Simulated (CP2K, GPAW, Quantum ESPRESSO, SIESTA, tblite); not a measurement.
## Amorphous carbon (160 atoms) in tblite

How do the settings of tblite change the result for amorphous carbon (160 atoms)? A plane-wave run serves as the yardstick.

Program: tblite 0.8.0. Level of theory: the method is named at each step. Results are calculated unless marked as measured.

**1. The structure**

The cell holds 160 atoms: 160 C. Cell: a = 9.922 Å, b = 9.922 Å, c = 9.922 Å, α = 90.0°, β = 90.0°, γ = 90.0°. 160 atoms (160 C) placed at random at 3.27 g/cm³, melted at 6000 K for 10 ps at fixed volume with the LCBOP (Los and Fasolino, Phys. Rev. B 68, 024107 (2003)). Quenched from 6000 K to 300 K at 500 K/ps and fixed volume, held 5 ps. Then every atom was moved at random, 0.02 Å r.m.s. a Cartesian component.

The yardstick, on the same geometry:

```
method                 : Kohn-Sham DFT, PBE, SSSP efficiency 1.3.0 pseudopotentials, plane waves (Quantum ESPRESSO 7.5); sssp-pbe-1.3.0-efficiency, cutoffs 45/360 Ry, Γ point
r.m.s. force component : 1.906 eV/Å
longest force          : 8.371 eV/Å
pressure               : 62.9 GPa
time                   : 2.5 min on 4 MPI ranks of Arm Neoverse V1, shared host
CPU time               : 10 min
```

**2. GFN2-xTB**

Method: GFN2-xTB tight binding, diagonalisation.

File run.py:

```python
import numpy as np
from ase.io import read
from tblite.ase import TBLite

atoms = read("structure.xyz")
atoms.calc = TBLite(method="GFN2-xTB", electronic_temperature=580, accuracy=1.0, max_iterations=250, mixer_damping=0.1, verbosity=1)
energy = atoms.get_potential_energy()
forces = atoms.get_forces()
print(f"energy {energy:.6f} eV")
print("forces (eV/A)")
for i, (a, f) in enumerate(zip(atoms, forces)):
    print(f"{i:4d} {a.symbol:2s} {f[0]:10.5f} {f[1]:10.5f} {f[2]:10.5f}")
stress = -atoms.get_stress(voigt=False) * 160.21766
print("stress (GPa, compression positive)")
for row in stress:
    print(" ".join(f"{x:10.4f}" for x in row))
print("charges (e)")
print(np.array2string(atoms.get_charges(), precision=4, suppress_small=True, max_line_width=110, threshold=100000))
```

File structure.xyz:

```xyz
160
Lattice="9.92200 0.00000 0.00000 0.00000 9.92200 0.00000 0.00000 0.00000 9.92200" Properties=species:S:1:pos:R:3 pbc="T T T"
C 7.03450 2.55234 8.16977
C 8.11213 0.29538 6.65588
C 5.15924 8.80568 1.36199
C 4.18401 9.09232 7.17212
C 1.55577 0.56932 7.21389
C 7.75186 5.55999 4.75254
C 4.18927 5.29765 6.89768
C 2.58925 4.45934 8.35432
C 2.93106 2.76496 6.85670
C 1.30851 8.05418 0.24984
C 5.53866 0.72460 0.00278
C 4.32579 7.52792 4.18569
C 2.79919 9.71771 2.38436
C 8.34857 3.62927 2.81745
C 6.00519 3.90500 3.45802
C 1.33084 1.39741 4.65798
C 4.19909 6.65756 7.43773
C 8.70775 7.82657 9.14412
C 1.14103 0.14694 9.35287
C 4.98323 0.33288 5.14347
C 4.37848 5.49103 3.03484
C 6.27309 1.38005 7.80296
C 8.12830 5.91867 2.39011
C 7.00831 3.39065 2.69353
C 8.66131 6.72344 4.91953
C 2.99287 2.07429 3.14101
C 6.63206 6.03525 9.15195
C 5.46692 7.50629 1.65291
C 4.30724 2.29674 2.82995
C 6.47321 2.54410 1.75510
C 9.41806 1.82674 9.86733
C 1.40238 3.15530 0.34201
C 6.40316 5.92631 4.36697
C 7.80504 0.01439 9.78389
C 0.64344 8.85142 5.78512
C 1.91921 3.43142 7.64560
C 7.94087 5.39171 7.45341
C 7.77190 4.33720 5.50393
C 7.61404 8.79248 4.73885
C 3.84904 1.98103 7.63756
C 7.34575 2.07816 0.83285
C 2.49211 4.27142 3.49622
C 8.40463 2.47941 7.73757
C 2.61693 6.08219 0.32733
C 1.89163 9.48087 6.23866
C 8.82572 4.92558 3.03504
C 0.33179 5.14138 3.15837
C 6.95314 7.74829 7.13154
C 2.17738 6.26257 1.62512
C 4.74748 0.24894 6.52530
C 2.98027 9.19055 5.35679
C 3.41019 1.88429 0.01875
C 5.84545 2.82033 5.83513
C 0.57200 4.56581 5.40213
C 4.65223 2.93691 5.14843
C 1.96515 1.92993 2.34100
[... 100 atom lines left out ...]
C 2.84484 2.97600 0.62429
C 4.63605 1.64497 0.55395
C 0.63124 2.45292 9.38443
C 9.71900 8.32853 6.68634
```

Run with:

```
OMP_NUM_THREADS=1 python run.py > output.txt
```

What it wrote:

```text
------------------------------------------------------------
  cycle        total energy    energy error   density error
------------------------------------------------------------
      1     -339.1967222842  -3.4755998E+02   1.5816887E-01
      2     -339.3546340002  -1.5791172E-01   1.4158622E-01
      3     -337.6774805012   1.6771535E+00   9.4960087E-02
      4     -338.9207103283  -1.2432298E+00   4.3323521E-02
      5     -339.2806194607  -3.5990913E-01   2.0686749E-02
      6     -339.3969491915  -1.1632973E-01   1.0432305E-02
      7     -339.4180039862  -2.1054795E-02   5.7479545E-03
      8     -339.4287951508  -1.0791165E-02   2.6691471E-03
      9     -339.4299026578  -1.1075070E-03   1.7727421E-03
     10     -339.4303014734  -3.9881566E-04   1.3146786E-03
     11     -339.4303164799  -1.5006482E-05   1.0374607E-03
     12     -339.4303217556  -5.2756632E-06   6.9721377E-04
     13     -339.4303352641  -1.3508475E-05   3.2368042E-04
     14     -339.4303435295  -8.2654366E-06   1.4647362E-04
     15     -339.4303482772  -4.7477470E-06   7.2104509E-05
     16     -339.4303495501  -1.2728688E-06   3.0878503E-05
     17     -339.4303496086  -5.8478406E-08   2.2104972E-05
     18     -339.4303496222  -1.3624742E-08   1.7347766E-05
------------------------------------------------------------
 total:                                  26.500 sec
energy -9236.370272 eV
forces (eV/A)
   0 C    -1.07167    1.05767   -0.90617
   1 C     0.51165    1.85460   -0.08116
   2 C    -0.30039    0.68564   -0.28943
   3 C     0.44693    0.06148   -1.25095
   4 C    -2.11313   -0.38888   -5.46090
   5 C     2.52625   -0.30224   -0.73169
   6 C     0.64811   -0.56719   -2.10124
   7 C    -0.66313   -2.13691    0.48973
   8 C     1.49776   -3.44027    0.50038
   9 C     2.73832    1.18956    0.70073
  10 C     0.34429    0.32589    0.09498
  11 C     0.98373    3.00409    3.10081
  12 C    -1.58871    0.89617   -0.79933
  13 C     1.83542   -0.29967   -1.32172
  14 C     1.51023   -1.16683    0.02549
  15 C     6.94231    3.73002    2.20382
  16 C    -1.09028   -0.85583    0.22410
  17 C    -0.99777    1.47057    0.27214
  18 C     1.28029    0.37094    4.34690
  19 C    -0.55281   -1.05849    0.20760
  20 C     1.93698    1.07807    2.23714
  21 C     1.49246    0.59402    1.76657
  22 C    -0.18786    0.42908    1.04177
  23 C     0.49242   -0.48519   -0.53862
[...]
152 C    -2.01381   -1.19893    1.65949
 153 C     2.95005    2.06724    0.54822
 154 C     2.65961   -0.04041   -3.11054
 155 C    -1.00612    0.32298    3.65074
 156 C    -5.47600   -0.09107   -0.68194
 157 C     0.82087   -1.98644   -1.95149
 158 C    -0.08188   -1.96233    1.71962
 159 C    -3.50848   -3.26453    0.39192
stress (GPa, compression positive)
   60.2142     4.8058     4.2804
    4.8058    57.3732     8.6806
    4.2804     8.6806    54.0210
charges (e)
[-0.0244 -0.007  -0.0184 -0.0078 -0.0292 -0.0087  0.0438 -0.0195 -0.0207  0.0205 -0.0201 -0.023  -0.0005
 -0.0043  0.0107  0.0068 -0.0105 -0.0222  0.0165  0.0093  0.0049  0.0193 -0.0158 -0.0044 -0.0115  0.0226
 -0.0123 -0.0108 -0.0068 -0.0007 -0.0011 -0.0142  0.0248  0.0056 -0.0049 -0.0192  0.0221 -0.0065  0.0189
  0.0142 -0.0017 -0.0179 -0.0122  0.0042 -0.0209  0.0092  0.0583 -0.0051 -0.0096  0.0106  0.0203 -0.006
 -0.0028 -0.0148  0.0018  0.0175  0.0219 -0.0138  0.0173 -0.0016  0.0201  0.0025  0.0469 -0.0132 -0.0323
 -0.024  -0.0212  0.021  -0.0237 -0.008   0.0172  0.0005  0.0074  0.0486  0.0124 -0.0156  0.0093  0.0255
  0.0152 -0.0011 -0.0024  0.0034  0.0028  0.0096  0.0102 -0.0075  0.0027 -0.0085  0.0021  0.0049  0.0361
 -0.0137 -0.0342  0.0294 -0.0041 -0.0035 -0.0324  0.0042  0.0383  0.0071  0.0019 -0.0114  0.0121  0.0006
 -0.0098 -0.0054  0.0006  0.0104 -0.0027 -0.0101  0.0081 -0.0285 -0.0081 -0.0079 -0.0145 -0.0029  0.007
  0.0052  0.0027  0.0135  0.0019  0.0031 -0.0113  0.0178  0.0139  0.004  -0.0032 -0.0305 -0.0018 -0.0361
  0.0043 -0.0176 -0.0008  0.0433  0.033  -0.008   0.0138  0.0297 -0.0084  0.0017  0.002  -0.0635 -0.0181
 -0.0098 -0.0227  0.0084 -0.0319 -0.0153  0.0385 -0.0069 -0.0219 -0.0083 -0.0115  0.0218  0.0069  0.0056
  0.0061  0.0005  0.0108 -0.0022]
```

Run time: 27 s. Hardware: 1 thread of Arm Neoverse V1, shared host; peak memory 0.16 GiB.

Banners, paths, timers and routine set-up lines are dropped from the logs unmarked, and long logs keep their key lines alone; longer cuts are marked.

Numbers from this run, and their distance from the reference:

- r.m.s. force component: 2.012 eV/Å
- r.m.s. difference of force components: 391.2 meV/Å
- longest difference of force vectors: 1433 meV/Å
- force difference over r.m.s. force: 20.53 %
- slope of forces against the reference's: 1.036
- correlation of force components: 0.9815
- pressure: 57.2 GPa
- pressure difference: -5.693 GPa

A closer look about C116, picked at random: 13 atoms, nearest first, numbered in the order of the input, with positions taken from that point.

| atom | x | y | z | distance (Å) | bonds | Mulliken charge (e) | Fx | Fy | Fz (eV/Å) |
| --- | --- | --- | --- | --- | --- | --- | --- | --- | --- |
| C116 | 0.00 | 0.00 | 0.00 | 0.00 | 3 | 0.00 | -0.39 | -0.84 | -1.49 |
| C130 | 0.35 | 1.02 | 0.77 | 1.32 | 3 | -0.04 | 0.67 | 0.47 | -0.12 |
| C42 | -0.32 | -0.07 | -1.48 | 1.51 | 3 | -0.02 | 0.59 | -0.23 | 0.33 |
| C63 | 0.40 | -1.41 | 0.46 | 1.54 | 4 | 0.05 | 0.83 | 1.57 | 0.96 |
| C54 | -2.24 | 0.22 | 0.43 | 2.29 | 3 | -0.01 | 0.75 | 0.90 | 1.94 |
| C55 | 1.84 | -1.41 | 0.17 | 2.32 | 3 | 0.00 | -3.24 | 0.75 | -0.97 |
| C97 | -0.14 | -2.36 | -0.46 | 2.41 | 3 | -0.03 | -3.83 | -2.42 | -0.45 |
| C9 | 0.12 | -1.58 | 1.88 | 2.46 | 3 | -0.02 | 1.50 | -3.44 | 0.50 |
| C99 | -0.30 | 2.39 | 0.56 | 2.47 | 4 | 0.04 | 0.79 | -0.58 | 1.78 |
| C127 | 0.72 | 0.18 | -2.38 | 2.49 | 3 | 0.00 | -3.04 | -1.72 | -2.43 |
| C73 | -2.11 | 1.23 | -0.52 | 2.49 | 3 | 0.01 | 1.39 | 2.53 | 1.27 |
| C7 | 1.38 | 0.96 | 1.92 | 2.55 | 4 | 0.04 | 0.65 | -0.57 | -2.10 |
| C105 | -1.61 | -0.34 | -2.02 | 2.61 | 3 | -0.01 | -0.18 | -2.17 | 1.74 |

Atoms are counted from 1 here, from 0 in the log.

Forces lie 21 % from the reference's, at 0.045 times its CPU time (on 1 against 4 cores).

**3. GFN1-xTB**

Method: GFN1-xTB tight binding, diagonalisation.

Edit run.py of step 2 so:

```diff
@@ -5,3 +5,3 @@
 atoms = read("structure.xyz")
-atoms.calc = TBLite(method="GFN2-xTB", electronic_temperature=580, accuracy=1.0, max_iterations=250, mixer_damping=0.1, verbosity=1)
+atoms.calc = TBLite(method="GFN1-xTB", electronic_temperature=580, accuracy=1.0, max_iterations=250, mixer_damping=0.1, verbosity=1)
 energy = atoms.get_potential_energy()
```

structure.xyz is that of step 2.

What it wrote:

```text
------------------------------------------------------------
  cycle        total energy    energy error   density error
------------------------------------------------------------
      1     -334.2947559992  -3.4095936E+02   9.2877675E-01
      2     -334.4080389687  -1.1328297E-01   8.3499402E-01
      3     -330.2978813811   4.1101576E+00   1.5818857E-01
[...]
17     -334.4555240428  -1.3920214E-08   2.4379678E-05
     18     -334.4555240578  -1.5040825E-08   1.1231151E-05
------------------------------------------------------------
 total:                                   5.456 sec
energy -9100.998373 eV
forces (eV/A)
   0 C    -1.08231    1.07868   -0.85344
   1 C     0.52134    1.91435   -0.08727
   2 C    -0.21528    0.53584   -0.24606
[...]
158 C    -0.07848   -1.95208    1.59156
 159 C    -3.47877   -3.34869    0.33818
stress (GPa, compression positive)
   63.6078     4.7467     4.0581
    4.7467    60.5145     8.7639
    4.0581     8.7639    57.3170
charges (e)
[-0.034  -0.0137 -0.0193 -0.0144 -0.042  -0.008   0.0585 -0.0229 -0.0305  0.0316 -0.0344 -0.0382 -0.0061
 -0.0093  0.0174  0.0133 -0.0106 -0.0297  0.0178  0.0096  0.0115  0.0279 -0.0322 -0.0062 -0.0168  0.0262
 -0.017  -0.0171 -0.0108 -0.0029 -0.004  -0.0213  0.0437  0.0011 -0.0072 -0.0255  0.03   -0.0092  0.027
  0.0148 -0.0034 -0.0217 -0.0146  0.0059 -0.0295  0.0124  0.0633 -0.0043 -0.0059  0.0139  0.0441 -0.0171
[...]
0.0157 -0.0271 -0.0074  0.0593  0.036   0.0012  0.0171  0.0512 -0.011   0.011   0.0035 -0.0896 -0.0293
 -0.0078 -0.0266  0.0122 -0.0466 -0.0193  0.0493 -0.0096 -0.025  -0.0175 -0.0196  0.0258  0.0097  0.0105
  0.0172  0.0003  0.01   -0.0003]
```

Wall time 6.1 s (1 thread); peak memory 0.15 GiB.

Numbers from this run, and their distance from the reference:

```yaml
r_m_s_force_component: 2.051 eV/Å
r_m_s_difference_of_force_components: 413.7 meV/Å
longest_difference_of_force_vectors: 1483 meV/Å
force_difference_over_r_m_s_force: 21.71 %
slope_of_forces_against_the_reference_s: 1.055
correlation_of_force_components: 0.9808
pressure: 60.48 GPa
pressure_difference: -2.416 GPa
```

Against the first run (21 %), the force difference from the reference is 22 %, at 0.22 times the CPU time.

**4. All runs compared**

Differences are against the plane-wave reference, forces as r.m.s. over components; share is that over the reference's r.m.s. force, slope the least-squares factor from reference forces to these. Total energies of different programs have different zeros and aren't compared.

| run | Δ force, r.m.s. (meV/Å) | share (%) | slope | Δ pressure (GPa) | cores | CPU time | memory (GiB) |
| --- | --- | --- | --- | --- | --- | --- | --- |
| reference | - | - | - | - | 4 | 10 min | 3.8 |
| tblite GFN2-xTB | 391 | 20.5 | 1.036 | -5.69 | 1 | 27 s | 0.16 |
| tblite GFN1-xTB | 414 | 21.7 | 1.055 | -2.42 | 1 | 6.1 s | 0.15 |

CPU time is summed over cores on a shared host, where runs went side by side, so it is rough. Symmetry, cutoffs, thresholds, outputs and thread counts weren't matched or tuned between programs; memory under MPI is the largest rank's times the ranks.

**5. What came out**

| Quantity | Value |
| --- | --- |
| nearest in forces | tblite GFN2-xTB, 21 % |
| its CPU time | 27 s |

**Reading.** Tight binding differs by 21 % (tblite GFN2-xTB) to 22 % (tblite GFN1-xTB); it is another model, with fitted parameters of its own, and the xTB methods hold dispersion. Of the electronic-structure runs that take under half the reference's CPU time, tblite GFN2-xTB comes nearest, at 21 % in 27 s against 10 min; its pressure misses by -5.7 GPa. Periodic xTB results under one method name differ between programs and library versions. The reference's pressure holds the uncorrected Pulay stress of its 45 Ry basis, so small pressure differences, and their order, may be the reference's own error. The quench rate of 500 K/ps is many orders above laboratory rates, so the cell is likely richer in defects and strain than a real sample. The network of bonds at the start is that of the classical potential that made the cell, and needn't be the one that DFT or experiment would give. The reference's stress is far from hydrostatic: its diagonal is 65.0, 63.6, 60.0 GPa, compression counted positive. The electronic-structure runs sample only Γ, in a cell whose shortest periodic width is 10 Å, which is coarse for a cell with partly filled levels.

[Also dropped from logs without a mark: logging warnings of Python, and SIESTA's first energy breakdown and zero terms.]

[Logs are printed without paths, hosts, clocks, repeated set-up lines and the standing remarks that a program may print on its own settings, such as how far it seeks lower states.]

[Hosts, paths, dates, database ids (printed as entryN), source tags and the programs' standing remarks are cut or masked in the printed files.]
